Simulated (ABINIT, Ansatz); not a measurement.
# KTaO3 (Pm-3m): zone-centre phonons

Wanted: the vibrations of KTaO3 (Pm-3m) at Γ, by two programs.

Method: DFT LDA, scalar-relativistic, plane waves, PseudoDojo norm-conserving pseudopotentials, in ABINIT 10.8.3.

### Step 1. Starting point

Symmetry: Pm-3m, No. 221, cubic system. The conventional cell has a = 3.988 Å, b = 3.988 Å, c = 3.988 Å, α = 90.00°, β = 90.00°, γ = 90.00°. K has 12 O at 2.82 Å nearest. Nearest to Ta lie 6 O at 1.99 Å. Nearest to O lie 2 Ta at 1.99 Å and 4 K at 2.82 Å. Farther neighbours and most contacts between anions are not listed.

### Step 2. A first look

A first run with smearing and empty bands tells whether the crystal has a gap, which decides between fixed occupations and smearing later on.

probe.abi reads:

```
# ground state
tolvrs 1.0d-08
prtden 1
prtwf 1

# basis, mesh and filling
ecut 36.0
ngkpt 4 4 4
nshiftk 1
shiftk 0.0 0.0 0.0
istwfk *1
occopt 7
tsmear 0.005
nband 29
nstep 100
diemac 9.0
prtebands 0
prtgsr 0
useylm 1

# cell and atoms
acell 7.536794703 7.536794703 7.536794703
rprim 
    1.0 0.0 0.0
    0.0 1.0 0.0
    0.0 0.0 1.0
ntypat 3
znucl 19 73 8
natom 5
typat 1 2 3 3 3
xred 
    0.5 0.5 0.5
    0.0 0.0 0.0
    0.5 0.0 0.0
    0.0 0.5 0.0
    0.0 0.0 0.5
pp_dirpath "./pseudo"
pseudos "K.upf, Ta.upf, O.upf"
```

Launch:

```
> OMP_NUM_THREADS=1 mpirun -n 4 abinit probe.abi > probe.log
```

Numbers of over 12 decimals in the logs are rounded to 6 here.

probe.abo, the main output file:

```text
[banners, grids, parts of the stress and lines that vanish by symmetry left out]
- input  file    -> probe.abi
- output file    -> probe.abo
- root for input  files -> probei
[...]
Symmetries : space group Pm -3 m (#221); Bravais cP (primitive cubic)
[...]
mpw =        4468          nfft =       91125          nkpt =          10
[...]
== DATASET  1 ==================================================================
[...]
cutoff_energies: {ecut:  36.0, pawecutdg:  -1.0, }
[...]
ETOT  1  -144.36721752474    -1.444E+02 9.232E-02 1.616E+03
 ETOT  2  -143.00470962237     1.363E+00 2.261E-02 6.094E+03
 ETOT  3  -144.86076192436    -1.856E+00 1.352E-02 1.061E+02
 ETOT  4  -144.87918963251    -1.843E-02 7.200E-03 3.247E+01
 ETOT  5  -144.88373361150    -4.544E-03 1.374E-03 4.785E+00
[...]
ETOT 10  -144.88519466922    -3.507E-09 4.268E-05 1.067E-07
 ETOT 11  -144.88519466925    -2.285E-11 3.823E-05 3.674E-10
 At SCF step   11       vres2   =  3.67E-10 < tolvrs=  1.00E-08 =>converged.
[...]
sigma(1 1)=  2.88638148E-04  sigma(3 2)=  0.00000000E+00
  sigma(2 2)=  2.88638148E-04  sigma(3 1)=  0.00000000E+00
  sigma(3 3)=  2.88638148E-04  sigma(2 1)=  0.00000000E+00
[...]
convergence: {deltae: -2.285E-11, res2:  3.674E-10, residm:  3.823E-05, diffor: null, }
etotal    :  -1.44885195E+02
[...]
sigma(1 1)=  2.88638148E-04  sigma(3 2)=  0.00000000E+00
  sigma(2 2)=  2.88638148E-04  sigma(3 1)=  0.00000000E+00
  sigma(3 3)=  2.88638148E-04  sigma(2 1)=  0.00000000E+00
[...]
- sigma(1 1)=  8.49202750E+00  sigma(3 2)=  0.00000000E+00
- sigma(2 2)=  8.49202750E+00  sigma(3 1)=  0.00000000E+00
- sigma(3 3)=  8.49202750E+00  sigma(2 1)=  0.00000000E+00
[...]
fcart     -0.0000000000E+00 -0.0000000000E+00 -0.0000000000E+00
           strten      2.8863814812E-04  2.8863814812E-04  2.8863814812E-04
================================================================================

[key lines of the parts left out:]
pressure_GPa:  -8.4920E+00
```

The job ended after 17 s (4 MPI ranks of Arm Neoverse V2, shared host; 69 s of CPU time).

Read from the output:

| Property | Result |
| --- | --- |
| volume per atom | 12.69 Å³ |
| pressure | -8.492 GPa |
| gap on the k-mesh | 2.071 eV |

A gap of 2.1 eV opens on this mesh, so the crystal is taken as an insulator; the printed pressure holds the stress of the finite basis too.

### Step 3. Relaxation

The harmonic expansion needs vanishing forces, and a free crystal bears no stress, so cell and atoms are brought to rest. Stress is more sensitive to the basis than forces are: the last 3 Ha under the cutoff are smoothed with ecutsm, and the cutoff is raised above that of the later runs.

relax.abi reads:

```
# relaxation
ionmov 2
optcell 2
dilatmx 1.08
ntime 40
tolmxf 1.0d-05
tolvrs 1.0d-14
prtwf 0
prtden 0
chksymtnons 0

# basis, mesh and filling
ecut 44.0
ecutsm 3.0
ngkpt 6 6 6
nshiftk 1
shiftk 0.0 0.0 0.0
istwfk *1
occopt 1
nband 20
nstep 100
diemac 9.0
prtebands 0
prtgsr 0
useylm 1

# cell and atoms
acell 7.536794703 7.536794703 7.536794703
rprim 
    1.0 0.0 0.0
    0.0 1.0 0.0
    0.0 0.0 1.0
ntypat 3
znucl 19 73 8
natom 5
typat 1 2 3 3 3
xred 
    0.5 0.5 0.5
    0.0 0.0 0.0
    0.5 0.0 0.0
    0.0 0.5 0.0
    0.0 0.0 0.5
pp_dirpath "./pseudo"
pseudos "K.upf, Ta.upf, O.upf"
```

Launch:

```
> OMP_NUM_THREADS=1 mpirun -n 4 abinit relax.abi > relax.log
```

relax.abo, the main output file:

```text
[banners, grids, parts of the stress and lines that vanish by symmetry left out]
- input  file    -> relax.abi
- output file    -> relax.abo
- root for input  files -> relaxi
[...]
Symmetries : space group Pm -3 m (#221); Bravais cP (primitive cubic)
[...]
mpw =        7571          nfft =      125000          nkpt =          20
[...]
== DATASET  1 ==================================================================
[...]
cutoff_energies: {ecut:  44.0, pawecutdg:  -1.0, }
[...]
ETOT  1  -144.40826721972    -1.444E+02 2.526E-01 1.227E+03
 ETOT  2  -144.42405316166    -1.579E-02 3.146E-02 1.842E+03
 ETOT  3  -144.85118094873    -4.271E-01 9.970E-02 1.901E+02
 ETOT  4  -144.87751360372    -2.633E-02 2.382E-03 5.368E+01
 ETOT  5  -144.88702797314    -9.514E-03 1.806E-04 6.135E-01
[...]
At SCF step   17       vres2   =  3.03E-15 < tolvrs=  1.00E-14 =>converged.
[...]
sigma(1 1)=  2.58505211E-04  sigma(3 2)=  0.00000000E+00
  sigma(2 2)=  2.58505211E-04  sigma(3 1)=  0.00000000E+00
  sigma(3 3)=  2.58505211E-04  sigma(2 1)=  0.00000000E+00
[...]
convergence: {deltae: -2.814E-12, res2:  3.034E-15, residm:  5.060E-14, diffor: null, }
etotal    :  -1.44887169E+02
[...]
ETOT  1  -144.87879898961    -1.449E+02 5.824E-04 1.197E+02
[...]
At SCF step   15       vres2   =  2.12E-15 < tolvrs=  1.00E-14 =>converged.
[...]
sigma(1 1)=  1.02723458E-04  sigma(3 2)=  0.00000000E+00
  sigma(2 2)=  1.02723458E-04  sigma(3 1)=  0.00000000E+00
  sigma(3 3)=  1.02723458E-04  sigma(2 1)=  0.00000000E+00
[...]
convergence: {deltae:  6.253E-12, res2:  2.120E-15, residm:  3.675E-18, diffor: null, }
etotal    :  -1.44888971E+02
[...]
ETOT  1  -144.88508422070    -1.449E+02 1.044E-02 4.956E+01
[...]
At SCF step   15       vres2   =  2.62E-15 < tolvrs=  1.00E-14 =>converged.
[...]
sigma(1 1)= -5.75764930E-06  sigma(3 2)=  0.00000000E+00
  sigma(2 2)= -5.75764930E-06  sigma(3 1)=  0.00000000E+00
  sigma(3 3)= -5.75764930E-06  sigma(2 1)=  0.00000000E+00
[...]
convergence: {deltae: -1.734E-12, res2:  2.619E-15, residm:  1.755E-18, diffor: null, }
etotal    :  -1.44889275E+02
[...]
ETOT  1  -144.88926415640    -1.449E+02 6.873E-10 1.404E-01
[...]
At SCF step   12       vres2   =  6.11E-15 < tolvrs=  1.00E-14 =>converged.
[...]
sigma(1 1)=  1.14101037E-07  sigma(3 2)=  0.00000000E+00
  sigma(2 2)=  1.14101037E-07  sigma(3 1)=  0.00000000E+00
  sigma(3 3)=  1.14101037E-07  sigma(2 1)=  0.00000000E+00
[...]
convergence: {deltae: -2.871E-12, res2:  6.114E-15, residm:  2.878E-17, diffor: null, }
etotal    :  -1.44889276E+02
[...]
ETOT  1  -144.88927618767    -1.449E+02 5.927E-12 5.300E-05
[...]
ETOT  9  -144.88927619221    -2.444E-12 7.949E-18 1.535E-14
 ETOT 10  -144.88927619222    -4.150E-12 5.235E-19 5.871E-16
 At SCF step   10       vres2   =  5.87E-16 < tolvrs=  1.00E-14 =>converged.
[...]
sigma(1 1)=  1.19461876E-10  sigma(3 2)=  0.00000000E+00
  sigma(2 2)=  1.19461876E-10  sigma(3 1)=  0.00000000E+00
  sigma(3 3)=  1.19461880E-10  sigma(2 1)=  0.00000000E+00
[...]
convergence: {deltae: -4.150E-12, res2:  5.871E-16, residm:  5.235E-19, diffor: null, }
etotal    :  -1.44889276E+02
[...]
At Broyd/MD step   5, gradients are converged :
[...]
sigma(1 1)=  1.19461876E-10  sigma(3 2)=  0.00000000E+00
  sigma(2 2)=  1.19461876E-10  sigma(3 1)=  0.00000000E+00
  sigma(3 3)=  1.19461880E-10  sigma(2 1)=  0.00000000E+00
[...]
- sigma(1 1)=  3.51468974E-06  sigma(3 2)=  0.00000000E+00
- sigma(2 2)=  3.51468974E-06  sigma(3 1)=  0.00000000E+00
- sigma(3 3)=  3.51468984E-06  sigma(2 1)=  0.00000000E+00
[...]
fcart     -0.0000000000E+00 -0.0000000000E+00 -0.0000000000E+00
           strten      1.1946187616E-10  1.1946187616E-10  1.1946187962E-10
================================================================================

[key lines of the parts left out:]
pressure_GPa:  -3.5147E-06
Total energy (etotal) [Ha]= -1.44889276192217E+02
```

Elapsed: 2.5 min, on 4 MPI ranks.

Relaxation path:

| step | energy less that of the first step (eV) | largest force (eV/Å) | volume (Å³) |
| --- | --- | --- | --- |
| 1 | 0.0000 | 0.0000 | 63.44 |
| 2 | -0.0490 | 0.0000 | 61.98 |
| 3 | -0.0573 | 0.0000 | 61.06 |
| 4 | -0.0573 | 0.0000 | 61.11 |
| 5 | -0.0573 | 0.0000 | 61.10 |

| conventional cell, symmetrised | before | after | change |
| --- | --- | --- | --- |
| a (Å) | 3.988 | 3.939 | -1.2 % |
| b (Å) | 3.988 | 3.939 | -1.2 % |
| c (Å) | 3.988 | 3.939 | -1.2 % |
| volume (Å³/atom) | 12.69 | 12.22 | -3.7 % |

Final coordinates:

```xyz
5
Lattice="3.9388 0.0000 0.0000 0.0000 3.9388 0.0000 0.0000 0.0000 3.9388" Properties=species:S:1:pos:R:3 pbc="T T T"
K     1.9694    1.9694    1.9694
Ta    0.0000    0.0000    0.0000
O     1.9694    0.0000    0.0000
O     0.0000    1.9694    0.0000
O     0.0000    0.0000    1.9694
```

This step gave:

```
volume per atom : 12.22 Å³
pressure        : -3.51e-6 GPa
```

The volume changes by -3.7 % in this run and stands -3.7 % from the first cell.

### Step 4. Ground state

First-order wavefunctions inherit every error of the ground state, hence the very tight tolvrs.

gs.abi reads:

```
# ground state
tolvrs 1.0d-16
prtden 1
prtwf 1

# basis, mesh and filling
ecut 36.0
ngkpt 6 6 6
nshiftk 1
shiftk 0.0 0.0 0.0
istwfk *1
occopt 1
nband 20
nstep 100
diemac 9.0
prtebands 0
prtgsr 0
useylm 1

# cell and atoms
acell 7.443161413 7.443161413 7.443161413
rprim 
    1.0 0.0 0.0
    0.0 1.0 0.0
    0.0 0.0 1.0
ntypat 3
znucl 19 73 8
natom 5
typat 1 2 3 3 3
xred 
    0.5 0.5 0.5
    0.0 0.0 0.0
    0.5 0.0 0.0
    0.0 0.5 0.0
    0.0 0.0 0.5
pp_dirpath "./pseudo"
pseudos "K.upf, Ta.upf, O.upf"
```

Launch:

```
> OMP_NUM_THREADS=1 mpirun -n 4 abinit gs.abi > gs.log
```

gs.abo, the main output file:

```text
[banners, grids, parts of the stress and lines that vanish by symmetry left out]
- input  file    -> gs.abi
- output file    -> gs.abo
- root for input  files -> gsi
[...]
Symmetries : space group Pm -3 m (#221); Bravais cP (primitive cubic)
[...]
mpw =        4337          nfft =       91125          nkpt =          20
[...]
== DATASET  1 ==================================================================
[...]
cutoff_energies: {ecut:  36.0, pawecutdg:  -1.0, }
[...]
ETOT  1  -144.46371156515    -1.445E+02 2.493E-01 9.893E+02
 ETOT  2  -144.33102396138     1.327E-01 7.351E-03 1.693E+03
 ETOT  3  -144.85849482858    -5.275E-01 1.005E-01 1.165E+02
 ETOT  4  -144.88199082697    -2.350E-02 2.073E-03 2.538E+01
 ETOT  5  -144.88809577003    -6.105E-03 5.299E-04 2.703E-01
[...]
ETOT 18  -144.88819443308    -3.070E-12 9.271E-15 1.092E-15
 ETOT 19  -144.88819443309    -7.759E-12 1.936E-15 5.609E-18
 At SCF step   19       vres2   =  5.61E-18 < tolvrs=  1.00E-16 =>converged.
[...]
sigma(1 1)=  3.23931994E-05  sigma(3 2)=  0.00000000E+00
  sigma(2 2)=  3.23931994E-05  sigma(3 1)=  0.00000000E+00
  sigma(3 3)=  3.23931994E-05  sigma(2 1)=  0.00000000E+00
[...]
convergence: {deltae: -7.759E-12, res2:  5.609E-18, residm:  1.936E-15, diffor: null, }
etotal    :  -1.44888194E+02
[...]
sigma(1 1)=  3.23931994E-05  sigma(3 2)=  0.00000000E+00
  sigma(2 2)=  3.23931994E-05  sigma(3 1)=  0.00000000E+00
  sigma(3 3)=  3.23931994E-05  sigma(2 1)=  0.00000000E+00
[...]
- sigma(1 1)=  9.53040830E-01  sigma(3 2)=  0.00000000E+00
- sigma(2 2)=  9.53040830E-01  sigma(3 1)=  0.00000000E+00
- sigma(3 3)=  9.53040830E-01  sigma(2 1)=  0.00000000E+00
[...]
fcart     -0.0000000000E+00 -0.0000000000E+00 -0.0000000000E+00
           strten      3.2393199385E-05  3.2393199385E-05  3.2393199385E-05
================================================================================

[key lines of the parts left out:]
pressure_GPa:  -9.5304E-01
```

The job ended after 28 s (4 MPI ranks; 1.9 min of CPU time).

Numbers from this step:

| Item | Value |
| --- | --- |
| pressure | -0.9530 GPa |

The cell stands at -0.95 GPa: the relaxation ran with a smoothed and higher cutoff, and the difference is a stress of the finite basis.

### Step 5. Empty bands

Empty bands on the ground state's density check that the gap assumed so far is there in this cell.

gap.abi reads:

```
# empty bands on the ground state's density
iscf -2
getden_filepath "gso_DEN"
tolwfr 1.0d-12
nbdbuf 2
prtwf 0

# basis, mesh and filling
ecut 36.0
ngkpt 6 6 6
nshiftk 1
shiftk 0.0 0.0 0.0
istwfk *1
occopt 1
nband 24
nstep 100
diemac 9.0
prtebands 0
prtgsr 0
useylm 1

# cell and atoms
acell 7.443161413 7.443161413 7.443161413
rprim 
    1.0 0.0 0.0
    0.0 1.0 0.0
    0.0 0.0 1.0
ntypat 3
znucl 19 73 8
natom 5
typat 1 2 3 3 3
xred 
    0.5 0.5 0.5
    0.0 0.0 0.0
    0.5 0.0 0.0
    0.0 0.5 0.0
    0.0 0.0 0.5
pp_dirpath "./pseudo"
pseudos "K.upf, Ta.upf, O.upf"
```

Launch:

```
> OMP_NUM_THREADS=1 mpirun -n 4 abinit gap.abi > gap.log
```

gap.abo, the main output file:

```text
[banners, grids, parts of the stress and lines that vanish by symmetry left out]
- input  file    -> gap.abi
- output file    -> gap.abo
- root for input  files -> gapi
[...]
Symmetries : space group Pm -3 m (#221); Bravais cP (primitive cubic)
[...]
mpw =        4337          nfft =       91125          nkpt =          20
[...]
== DATASET  1 ==================================================================
[...]
cutoff_energies: {ecut:  36.0, pawecutdg:  -1.0, }
[...]
-outvars: echo values of variables after computation
            acell      7.4431614130E+00  7.4431614130E+00  7.4431614130E+00 Bohr
================================================================================
```

It took 15 s on 4 MPI ranks.

This step gave:

```
gap on the k-mesh : 2.165 eV
```

In this cell the gap on the mesh is 2.2 eV, indirect (smallest direct 2.8 eV), so fixed occupations hold.

(Part 1 of 4 ends here.)

[Host names and launcher messages were left out of these logs when they were recorded.]

[Logs are printed without paths, hosts, clocks, repeated set-up lines and the standing remarks that a program may print on its own settings, such as how far it seeks lower states.]

[Hosts, paths, dates, database ids (printed as entryN), source tags and the programs' standing remarks are cut or masked in the printed files.]
